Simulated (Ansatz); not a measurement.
The crystal is CsPbBr3 (Pm-3m).

```yaml
crystal:
  lattice:
    - [5.94863, 0.00000, 0.00000]
    - [0.00000, 5.94863, 0.00000]
    - [0.00000, 0.00000, 5.94863]
  atoms:
    - { symbol: Cs, position: [0.00000, 0.00000, 0.00000] }
    - { symbol: Pb, position: [0.50000, 0.50000, 0.50000] }
    - { symbol: Br, position: [0.50000, 0.50000, 0.00000] }
    - { symbol: Br, position: [0.50000, 0.00000, 0.50000] }
    - { symbol: Br, position: [0.00000, 0.50000, 0.50000] }
```

The cell and positions are those that the Materials Project relaxed with its own functionals (PBE, PBE+U or r2SCAN), kept fixed. Spin-orbit coupling is left out unless a run names it.

Gaps computed with Ansatz 0.2.0 without a self-energy: PBE 1.69 eV, HSE06 2.30 eV and HSE06+SOC 0.99 eV.

What gap should G0W0 on PBE give (4×4×4 mesh, 1559 empty bands, screening to 220 eV, hard PAW files)?

About 2.85 eV: on its mesh the run moves the gap from 1.69 eV by +1.17 eV. Among the scalar-relativistic levels given, HSE06 is nearest (−0.55 eV). Bands and cutoff are finite, so the gap is not at the basis limit. The miss can reach some tenths of an eV and take either sign; the mesh is an error of its own. Where an edge is built on 6p states of lead, bismuth or thallium, scalar-relativistic gaps usually stand too wide, by a few tenths to over one eV. This is the ideal cubic cell; many perovskites, halides above all, are cubic only on average, and local tilts or off-centring can widen the gap. The many-body steps are scalar-relativistic: spin-orbit coupling is not in them.

[Paths, hosts, dates, memory and timing lines, banners, echoed tables and standing remarks are left out of the program output.]

[Logs are printed without paths, hosts, clocks, repeated set-up lines and the standing remarks that a program may print on its own settings, such as how far it seeks lower states.]

[Runs of the session that timed out or met a known fault of the program may be left out.]

[Cells called generated may have been cut or substituted from an entry of the Crystallography Open Database or the Materials Project.]

[Hosts, paths, dates, database ids (printed as entryN), source tags and the programs' standing remarks are cut or masked in the printed files.]
